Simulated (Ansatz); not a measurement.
# H on Ti(0001): change of the work function, part 2 of 3

Wanted: Δφ(θ) for H/Ti(0001), starting from the fcc site.

Ansatz 0.2.0; plane-wave DFT, PBE, Ansatz PAW.

So far, work function, upper face (eV): step 2 (the clean slab) 4.37.

## (3) The covered slab, k-mesh 6×6×1, coverage 0.25 ML

System of this step: H/Ti(0001). The cell holds 17 atoms: 16 Ti and 1 H. Cell: a = 5.900 Å, b = 5.900 Å, c = 25.906 Å, α = 90.0°, β = 90.0°, γ = 60.0°. Vacuum lies along c.

The clean slab as it ended is repeated in the plane and the adsorbate is set on one face; the cell's size fixes the coverage, and the k-mesh shrinks with it to keep the sampling density about even. Adsorbate and upper layers relax, since the dipole depends on the height.

The input, input.yaml:

```yaml
crystal:
  lattice:
    - [5.9, 0.0, 0.0]
    - [2.95, 5.1095498824, 0.0]
    - [0.0, 0.0, 25.9058781699]
  atoms:
    - { symbol: Ti, position: [0.3333333333, 0.3333333333, 0.3474115002] }
    - { symbol: Ti, position: [0.0, 0.0, 0.4378272732] }
    - { symbol: Ti, position: [0.3333333333, 0.3333333333, 0.5308680821] }
    - { symbol: Ti, position: [0.0, 0.0, 0.6145817052] }
    - { symbol: Ti, position: [0.3333333333, 0.8333333333, 0.3474115002] }
    - { symbol: Ti, position: [0.0, 0.5, 0.4378272732] }
    - { symbol: Ti, position: [0.3333333333, 0.8333333333, 0.5308680821] }
    - { symbol: Ti, position: [0.0, 0.5, 0.6145817052] }
    - { symbol: Ti, position: [0.8333333333, 0.3333333333, 0.3474115002] }
    - { symbol: Ti, position: [0.5, 0.0, 0.4378272732] }
    - { symbol: Ti, position: [0.8333333333, 0.3333333333, 0.5308680821] }
    - { symbol: Ti, position: [0.5, 0.0, 0.6145817052] }
    - { symbol: Ti, position: [0.8333333333, 0.8333333333, 0.3474115002] }
    - { symbol: Ti, position: [0.5, 0.5, 0.4378272732] }
    - { symbol: Ti, position: [0.8333333333, 0.8333333333, 0.5308680821] }
    - { symbol: Ti, position: [0.5, 0.5, 0.6145817052] }
    - { symbol: H, position: [0.1666666667, 0.1666666667, 0.6525884998] }
kpoints:
  mp_grid: { grid: [6, 6, 1] }
hamiltonian:
  xc: pbe
scf:
  occupations: { method: fermi_dirac, width: 0.1 }
  convergence: { dr2_threshold: 1.0e-08 }
efield:
  axis: 3
  dipole_correction: true
  ramp_position: 0.97
  ramp_width: 0.06
relax:
  f_tol: 0.02
  max_steps: 60
  constraints: [{ sites: [0, 1, 4, 5, 8, 9, 12, 13] }]
output:
  dos: { projected: true, e_range: [-8, 4] }
  write_potential: true
  write_density: true
  volumetric_format: npy
  elf: true
```

Started as:

```
$ ansatz run input.yaml --threads 2 --pin off --max-ram 3072MiB --backend cpu --events-out ev --progress --plain --runs-dir out
```

Numbers of over 12 decimals in the logs are rounded to 6 here.

The log of the run:

```text
[...]
Crystal: 17 atoms, lattice volume = 780.968 Å³
Basis set: ecut = 420 eV, 15171 PW (Γ), exchange–correlation on 80×80×360 points (8 copies of the dense FFT grid, shifted against one another)
Bands: 116, of which v1, the nominal top of the filled ones, is band 97 counted from 1 (96 counted from 0)
Symmetry: 6 space group operations
[...]
k-points: 7 of 36 (time reversal used)
[...]
SCF iter   1: F=—  HF=-40004.466441 eV  |F-HF|=—  |Δ(HF+E_count)|=         —  Δρ=6.71e-3  dr2=3.06e0  ethr=1.77e-3  p=0.018 e·Å  D=4.13e-3 V/Å  ΔV_dip=-0.11 eV  dr2_dipole=1.00e0  V_vac-E_F(+/−)=3.99/4.10 eV  ⟨swp⟩=9.6  Hψ=3780  notcnv=0
[...]
SCF iter  10: F=-40004.425571 eV  HF=-40004.425571 eV  |F-HF|=1.32e-8  |Δ(HF+E_count)|=   9.48e-8  Δρ=6.67e-7  dr2=4.19e-9  ethr=5.18e-12  p=0.022 e·Å  D=5.02e-3 V/Å  ΔV_dip=-0.13 eV  dr2_dipole=1.63e-10  V_vac-E_F(+/−)=4.29/4.42 eV  ⟨swp⟩=12.7  Hψ=6544  notcnv=0
SCF 1 converged in 10 iterations: F = -40004.425571 eV  dr2 = 4.19e-9
  Residual-converged pass: ⟨swp⟩=1.3  Hψ=842  notcnv=0  max |occ|·‖R‖ = 7.0e-9 eV (tolerance 1.0e-8 eV)  dr2=4.19e-9  dr2_onsite=1.82e-10  max |Δocc| = 1.3e-11
[...]
relax step   1: F+E_penalty+E_count = -40004.42557143 eV  Δ(F+E_penalty+E_count) = +0.000e0 eV  max|allowed force component| = 2.906e-1 eV/Å  Δτ_max = 0.0000 Å  (10 SCF iters, accepted)
[...]
SCF iter  10: F=-40004.438621 eV  HF=-40004.438621 eV  |F-HF|=6.88e-9  |Δ(HF+E_count)|=   1.05e-8  Δρ=2.85e-7  dr2=9.13e-10  ethr=5.18e-12  p=0.018 e·Å  D=4.07e-3 V/Å  ΔV_dip=-0.11 eV  dr2_dipole=2.55e-11  V_vac-E_F(+/−)=4.31/4.42 eV  ⟨swp⟩=10.3  Hψ=4996  notcnv=0
SCF 2 converged in 10 iterations: F = -40004.438621 eV  dr2 = 9.13e-10
relax step   2: F+E_penalty+E_count = -40004.43862067 eV  Δ(F+E_penalty+E_count) = -1.305e-2 eV  max|allowed force component| = 2.208e-1 eV/Å  Δτ_max = 0.1480 Å  (10 SCF iters, accepted)
SCF iter   1: F=—  HF=-40004.450822 eV  |F-HF|=—  |Δ(HF+E_count)|=         —  Δρ=1.71e-3  dr2=1.38e-1  ethr=6.59e-4  p=0.018 e·Å  D=4.07e-3 V/Å  ΔV_dip=-0.11 eV  dr2_dipole=3.05e-2  V_vac-E_F(+/−)=4.31/4.42 eV  ⟨swp⟩=2.1  Hψ=1209  notcnv=0
[...]
SCF iter   8: F=-40004.445832 eV  HF=-40004.445832 eV  |F-HF|=3.63e-8  |Δ(HF+E_count)|=   9.92e-8  Δρ=9.64e-7  dr2=7.79e-9  ethr=5.18e-12  p=0.019 e·Å  D=4.33e-3 V/Å  ΔV_dip=-0.11 eV  dr2_dipole=4.28e-10  V_vac-E_F(+/−)=4.30/4.42 eV  ⟨swp⟩=9.6  Hψ=6663  notcnv=0
SCF 3 converged in 8 iterations: F = -40004.445832 eV  dr2 = 7.79e-9
relax step   3: F+E_penalty+E_count = -40004.44583191 eV  Δ(F+E_penalty+E_count) = -7.211e-3 eV  max|allowed force component| = 7.420e-3 eV/Å  Δτ_max = 0.0498 Å  (8 SCF iters, accepted)
NSCF: frozen V_eff on 7 k-points
[...]
SCF converged after 8 iterations
Free energy (F): -40004.445832 eV
[...]
Internal energy: -40003.462233 eV  (E = F + TS)
E sigma→0 (E₀):  -40003.954033 eV
Entropy (-TS):   -0.983599 eV (-57.859 meV/atom)
Fermi energy:    2.100458 eV
Dipole field:    D = 0.004349 V/Å  (p = 0.018768 e·Å, saw-weighted, corrected)
Work function:   Φ+ = 4.3041 eV   Φ− = 4.4168 eV
[...]
--- Forces (eV/Å), atoms counted from 1 ---
  atom   1  Ti     0.01120551     0.00646950     0.60551962
  atom   2  Ti     0.00064827     0.00037428    -0.59595939
  atom   3  Ti    -0.00480654    -0.00277506    -0.00517210
  atom   4  Ti    -0.00573020    -0.00330833     0.00742043
  atom   5  Ti    -0.00000000    -0.01293901     0.60551962
  atom   6  Ti    -0.00000000    -0.00074855    -0.59595939
  atom   7  Ti    -0.00000000     0.00555011    -0.00517210
  atom   8  Ti     0.00000000     0.00661667     0.00742043
  atom   9  Ti    -0.01120551     0.00646950     0.60551962
  atom  10  Ti    -0.00064827     0.00037428    -0.59595939
  atom  11  Ti     0.00480654    -0.00277506    -0.00517210
  atom  12  Ti     0.00573020    -0.00330833     0.00742043
  atom  13  Ti    -0.00000000     0.00000000     0.58747494
  atom  14  Ti     0.00000000    -0.00000000    -0.62071647
  atom  15  Ti     0.00000000     0.00000000    -0.00110551
  atom  16  Ti    -0.00000000    -0.00000000    -0.00335568
  atom  17  H     -0.00000000     0.00000000     0.00227861
  max |Σ_I F_I| component: 1.61e-6 eV/Å
--- Band table (eV; the first three rows and the last of 7) ---
  k-point 0: bands = [... 93 lower, 2.1920, 2.3597, 2.5223, 2.5826, 2.5826, 2.6027, 2.7454, 2.7454, ... 15 higher]
  k-point 1: bands = [... 93 lower, 2.1858, 2.2783, 2.3670, 2.4256, 2.4376, 2.4492, 2.6183, 2.6570, ... 15 higher]
  k-point 2: bands = [... 93 lower, 1.9961, 2.0547, 2.1158, 2.1166, 2.1621, 2.2490, 2.3277, 2.3762, ... 15 higher]
  k-point 6: bands = [... 93 lower, 1.7307, 1.7445, 1.7570, 1.7960, 1.8053, 2.0453, 2.0624, 2.0747, ... 15 higher]
--- Relaxed structure (3 steps of the walk, 3 accepted, 0 SCFs on fresh bases) ---
  F+E_penalty+E_count = -40004.44583191 eV   max|allowed force component| = 7.420e-3 eV/Å
  atoms:
    - { symbol: Ti, position: [0.333333, 0.333333, 0.347412] }
    - { symbol: Ti, position: [2.6667121670171395e-17, 2.6667121670171398e-17, 0.437827] }
    - { symbol: Ti, position: [0.332584, 0.332584, 0.530641] }
    - { symbol: Ti, position: [0.00168246, 0.00168246, 0.615385] }
    - { symbol: Ti, position: [0.333333, 0.833333, 0.347412] }
    - { symbol: Ti, position: [8.326672684688674e-17, 0.500000, 0.437827] }
    - { symbol: Ti, position: [0.332584, 0.834832, 0.530641] }
    - { symbol: Ti, position: [0.00168246, 0.496635, 0.615385] }
    - { symbol: Ti, position: [0.833333, 0.333333, 0.347412] }
    - { symbol: Ti, position: [0.5, 2.6667121670171398e-17, 0.437827] }
    - { symbol: Ti, position: [0.834832, 0.332584, 0.530641] }
    - { symbol: Ti, position: [0.496635, 0.00168246, 0.615385] }
    - { symbol: Ti, position: [0.833333, 0.833333, 0.347412] }
    - { symbol: Ti, position: [0.500000, 0.500000, 0.437827] }
    - { symbol: Ti, position: [0.833333, 0.833333, 0.530466] }
    - { symbol: Ti, position: [0.500000, 0.500000, 0.612976] }
    - { symbol: H, position: [0.166667, 0.166667, 0.656380] }
```

The job ended after 2.2 min (2 threads of Arm Neoverse V1, shared host; peak memory 1.6 GiB).

The steps of the relaxation:

```tsv
step	energy less that of the first step (eV)	largest force component (eV/Å)
1	0.0000	0.2906
2	-0.0131	0.2208
3	-0.0203	0.0074
```

The run keeps the 6 symmetry operations that it works with, so distortions that break them were not tested.

The atoms that moved most (Å):

```tsv
atom	dx	dy	dz	length
H17	0.000	0.000	0.098	0.098
Ti16	0.000	0.000	-0.042	0.042
Ti12	-0.015	0.009	0.021	0.027
Ti8	0.000	-0.017	0.021	0.027
Ti4	0.015	0.009	0.021	0.027
Ti15	0.000	0.000	-0.010	0.010
Ti3	-0.007	-0.004	-0.006	0.010
Ti11	0.007	-0.004	-0.006	0.010
```

Final coordinates:

```xyz
17
Lattice="5.9000 0.0000 0.0000 2.9500 5.1095 0.0000 0.0000 0.0000 25.9059" Properties=species:S:1:pos:R:3
Ti    2.9500    1.7032    9.0000
Ti    0.0000    0.0000   11.3423
Ti    2.9434    1.6994   13.7467
Ti    0.0149    0.0086   15.9421
Ti    4.4250    4.2580    9.0000
Ti    1.4750    2.5548   11.3423
Ti    4.4250    4.2656   13.7467
Ti    1.4750    2.5376   15.9421
Ti    5.9000    1.7032    9.0000
Ti    2.9500    0.0000   11.3423
Ti    5.9066    1.6994   13.7467
Ti    2.9351    0.0086   15.9421
Ti    7.3750    4.2580    9.0000
Ti    4.4250    2.5548   11.3423
Ti    7.3750    4.2580   13.7422
Ti    4.4250    2.5548   15.8797
H     1.4750    0.8516   17.0041
```

Numbers from this step:

* energy at zero smearing: -40003.9540 eV
* work function, upper face: 4.304 eV
* work function, lower face: 4.417 eV
* dipole along the normal: 0.01877 e·Å
* step between the vacuum levels: -0.1127 eV

Running mean over 2.342 Å of the planar mean; the ramp of the sawtooth is left out. Electron's electrostatic potential energy less the Fermi level against z:

```tsv
z (Å)	electron's electrostatic potential energy less the Fermi level (eV)
4	4.41
5	4.40
6	4.23
7	2.89
8	-3.13
9	-6.74
10	-6.59
11	-6.59
12	-6.41
13	-6.36
14	-6.92
15	-7.58
16	-6.90
17	-2.82
18	2.89
19	4.16
20	4.29
21	4.30
22	4.30
```

The density of states has structure finer than the step of the table below, so its rows give means over 0.2 eV, whole bins alone (the curve runs from -8 to 0.66 eV). Peaks (eV: height): -1.26: 47.4, -1.20: 51.6, -0.72: 66.5, -0.36: 52.6, -0.06: 58.4, 0.00: 49.6, 0.39: 46.9.

Density of states against energy, zero at the Fermi level; means over each step:

```tsv
energy (eV)	density of states (states/eV a cell)
-6.2	0
-6.0	0.103
-5.8	1.33
-5.6	1.49
-5.4	2.20
-5.2	5.69
-5.0	2.03
-4.8	1.57
-4.6	1.64
-4.4	2.49
-4.2	2.25
-4.0	2.82
-3.8	4.57
-3.6	2.57
-3.4	3.95
-3.2	2.38
-3.0	7.15
-2.8	8.95
-2.6	5.81
-2.4	14.3
-2.2	14.2
-2.0	19.6
-1.8	21.4
-1.6	20.6
-1.4	14.3
-1.2	26.7
-1.0	20.4
-0.8	42.5
-0.6	22.4
-0.4	18.9
-0.2	22.6
0.0	37.7
0.2	30.8
0.4	36.7
```

Projected DOS per atom over height of the atomic layer and energy from the Fermi level. Layers: Ti4 Ti4 Ti4 Ti4 H from below.

Values in states/eV, 22 rows by 5 columns, each cell a mean:
```
2.55 1.79 1.54 2.26 0.02
2.72 1.50 1.15 2.07 0.03
1.73 0.85 0.78 1.41 0.02
1.77 2.00 1.73 1.79 0.13
1.43 1.07 1.24 1.25 0.06
0.90 1.15 1.20 0.92 0.05
1.07 1.33 1.43 1.18 0.09
0.66 1.03 1.14 0.79 0.07
0.40 0.53 0.54 0.43 0.09
0.33 0.37 0.34 0.32 0.12
0.20 0.21 0.23 0.14 0.08
0.24 0.22 0.32 0.14 0.21
0.13 0.17 0.19 0.06 0.18
0.07 0.17 0.08 0.04 0.18
0.08 0.15 0.08 0.29 1.12
0.02 0.05 0.09 0.24 0.65
0.01 0.03 0.06 0.09 0.16
0.00 0.00 0.00 0.00 0.00
0.00 0.00 0.00 0.00 0.00
0.00 0.00 0.00 0.00 0.00
0.00 0.00 0.00 0.00 0.00
0.00 0.00 0.00 0.00 0.00
```
Columns: height of the atomic layer (Å) from 9 to 17.0 (not evenly spaced); rows upwards: energy from the Fermi level (eV) from -7.96 to 0.645.

Valence density in the ca plane at fractional y = 0.000, with atoms of Ti within 0.2 Å of it. It is the smooth field of the valence electrons, not physical close to the nuclei.

Ten steps, logarithmic in the rise over the least value, from '0' (0.00 × 1e0 e/Å³) to '9' (9.72 × 1e0 e/Å³), each cell a mean:
```
12222268985222222237998410000000000000000000
22222236763222222224675210000000000000000000
23322223332222332222332110000000000000000000
34432222222223443222222110000000000000000000
23332222222222333222222110000000000000000000
22222234542222232223453210000000000000000000
22222258875222222236887310000000000000000000
12222369996222222247998510000000000000000000
12222268985222222237998410000000000000000000
22222236763222222224775310000000000000000000
23322223332222332222332211000000000000000000
34432222222223443222222221000000000000000000
23332222222222343222222211000000000000000000
22322234542222232223554211000000000000000000
22222258875222222236887310000000000000000000
12222369996222222247998510000000000000000000
```
Columns run along c (16.0 Å, from fractional 0.33 to 0.94 of the cell), rows up along a (5.9 Å). Atoms in or near the plane, at fractional coordinates: Ti at (0.44, 0.00), Ti at (0.62, 0.00), Ti at (0.44, 0.50), Ti at (0.62, 0.50).

ELF in the ca plane at fractional y = 0.000, with atoms of Ti within 0.2 Å of it. It is the smooth field of the valence electrons, not physical close to the nuclei.

Ten even steps from '0' (0.00) to '9' (0.77), each cell a mean:
```
66776256475257789626648400000000000000000000
22344225752243234423674111110000000000000000
12213422222431221332222233311000000000000000
23312553235521331255433555421000000000000000
23212542223521221244322344321000000000000000
11223313431332122322342112210000000000000000
44565247774255557525777200000000000000000000
77886265156268899637317500000000000000000000
66776256475257788636548400000000000000000000
22344225752243234423674112100000000000000000
12213422222431221332221356410000000000000000
23312553235521331255323798620000000000000000
13212542223521221243212587520000000000000000
11223313431332122322442133210000000000000000
44565247774255557525777201100000000000000000
77886265156268899637317500000000000000000000
```
Columns run along c (16.0 Å, from fractional 0.33 to 0.94 of the cell), rows up along a (5.9 Å). Atoms in or near the plane, at fractional coordinates: Ti at (0.44, 0.00), Ti at (0.62, 0.00), Ti at (0.44, 0.50), Ti at (0.62, 0.50).

Electrostatic potential energy in the ca plane at fractional y = 0.000, with atoms of Ti within 0.2 Å of it. With pseudopotentials it is smooth inside the atoms' cores, unlike the true potential.

Ten even steps from '0' (-35 eV) to '9' (6 eV), each cell a mean:
```
99999730003799999862000489999999999999999999
88888862136888888875223789999999999999999999
76678887678887667888767899999999999999999999
64468998889987546899888999999999999999999999
75578988788987557888888999999999999999999999
87788875457888778886445789999999999999999999
88899841014899889873001589999999999999999999
99999720002799999861000479999999999999999999
99999730003799999861000489999999999999999999
88888862136888888874213689999999999999999999
76678887678887667887667899999999999999999999
64468998889987546888888999999999999999999999
75578988788987556888878899999999999999999999
87788875457888778886435789999999999999999999
88899841014899889873001589999999999999999999
99999720002799999861000479999999999999999999
```
Columns run along c (16.0 Å, from fractional 0.33 to 0.94 of the cell; values clipped at the 3rd and 97th percentile), rows up along a (5.9 Å). Atoms in or near the plane, at fractional coordinates: Ti at (0.44, 0.00), Ti at (0.62, 0.00), Ti at (0.44, 0.50), Ti at (0.62, 0.50).

The relaxation took 3 steps and lowered the energy by 0.020 eV; the largest force on the free atoms ends at 0.0074 eV/Å.

By hand: a sheet of dipoles makes a step −p/(ε₀A) in the electron's potential. With e/ε₀ = 180.95 V·Å, p = 0.01877 e·Å and A = 30.15 Å², that is −180.95 × (0.01877) / 30.15 = -0.113 eV, and the two vacuum levels of the run differ by -0.113 eV.

The covered face has 4.30 eV, -0.07 eV against the clean one; the bare back face has moved by -0.01 eV, a measure of how thin the slab is.

(Part 2 of 3 ends here.)

[Logs are printed without paths, hosts, clocks, repeated set-up lines and the standing remarks that a program may print on its own settings, such as how far it seeks lower states.]

[Hosts, paths, dates, database ids (printed as entryN), source tags and the programs' standing remarks are cut or masked in the printed files.]

[Maps of the electrostatic potential energy from Ansatz leave out the sawtooth potential of an applied field or a dipole correction, so their vacuum need not be flat; planar profiles and work functions include it.]

[The density of states shown here was stored with 400 of the rows of the run's finer table, so its peaks can read low, often by over a quarter, or be missed, and its means over a window can be off by a tenth or more.]
